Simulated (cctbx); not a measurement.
# Accept or mend?

Cell a = 15.1420 Å, b = 15.1420 Å, c = 9.8840 Å, α = 90.00°, β = 90.00°, γ = 120.00°; space group R-3c (no. 167). The compound is TiTe6Br3.

The data are simulated with cctbx, not measured: Mo Kα, λ = 0.71073 Å, to d = 0.7 Å, 50 % of the full sphere, strongest reflection 40000 counts, noise from counting, a 4 % proportional error and a noise floor of 15 counts (s.d.); no absorption, and some extinction, which the refinements don't model.

An anisotropic refinement with weights 1/σ² prints:

```text
Rint 0.040, 674 unique reflections to 0.70 A
cycle     R1     wR2    GooF  max shift (A)
   1  0.1209  0.2757   8.527   0.00775
   2  0.1145  0.2521   7.796   0.00000
final R1 0.1145 wR2 0.2521 GooF 7.796  parameters 14  data/parameter 48.1
atom        x        y        z      Ueq    occ   su(xyz)  su(Uiso or U11)
Te1    0.16832  0.07547  0.40456   0.0092  1.000  0.00016  0.0007
Br1    0.06772  0.40105  0.41667   0.0134  1.000  0.00021  0.0010
difference map: max 76.73 min -2.77 rms 1.69
Q1    0.0000  0.0000  0.2500    6   76.73  2.69 A from Te1
Q2    0.0842  0.1668  0.5863   36   17.82  0.15 A from Te1
Q3    0.0000  0.2526  0.7500   18    9.66  0.20 A from Br1
Q4    0.0000  0.0000  0.1422   12    3.47  2.26 A from Te1
Q5    0.0050  0.0674  0.2169   36    2.09  1.81 A from Te1
Q6    0.0222  0.0444  0.1667   36    2.01  1.78 A from Te1
```

Q: Accept it or mend it, and why?

Mend it. The fault: an atom left out, Ti at (0, 0, 3/4). Against the right model at the same level, R1 goes from 0.0160 to 0.1145 and GooF from 1.01 to 7.80 and the top difference peak, 76.7 e/Å³, lies 2.69 Å from Te1. Q1 is the missing atom. With scattering power missing, scale and phases suffer, so peaks may also grow on the heavy atoms.

The compound is TiTe6Br3. The right model at the same level gives:

```text
Rint 0.040, 674 unique reflections to 0.70 A
cycle     R1     wR2    GooF  max shift (A)
   1  0.0278  0.0650   2.013   0.00088
   2  0.0160  0.0326   1.011   0.00000
final R1 0.0160 wR2 0.0326 GooF 1.011  parameters 16  data/parameter 42.1
atom        x        y        z      Ueq    occ   su(xyz)  su(Uiso or U11)
Te1    0.16828  0.07587  0.40499   0.0120  1.000  0.00002  0.0001
Br1    0.06816  0.40149  0.41667   0.0172  1.000  0.00003  0.0001
Ti1    0.00000  0.00000  0.75000   0.0225  1.000  0.00000  0.0004
difference map: max 0.82 min -1.60 rms 0.27
Q1    0.0931  0.2230  0.2516   36    0.85  1.71 A from Te1
Q2    0.0471  0.2560  0.8249   36    0.79  1.08 A from Br1
Q3    0.0238  0.1208  0.3711   36    0.77  1.39 A from Te1
Q4    0.0251  0.0697  0.0006   36    0.75  1.59 A from Te1
Q5    0.0888  0.5345  0.0783   36    0.74  2.09 A from Te1
Q6    0.0315  0.4466  0.0910   36    0.74  1.62 A from Br1
```

The model was made for the exercise: a known structure type with other elements put in, its volume estimated, not relaxed; displacement parameters are assumed.

[Middle refinement cycles are left out of these outputs.]

[Logs are printed without paths, hosts, clocks, repeated set-up lines and the standing remarks that a program may print on its own settings, such as how far it seeks lower states.]
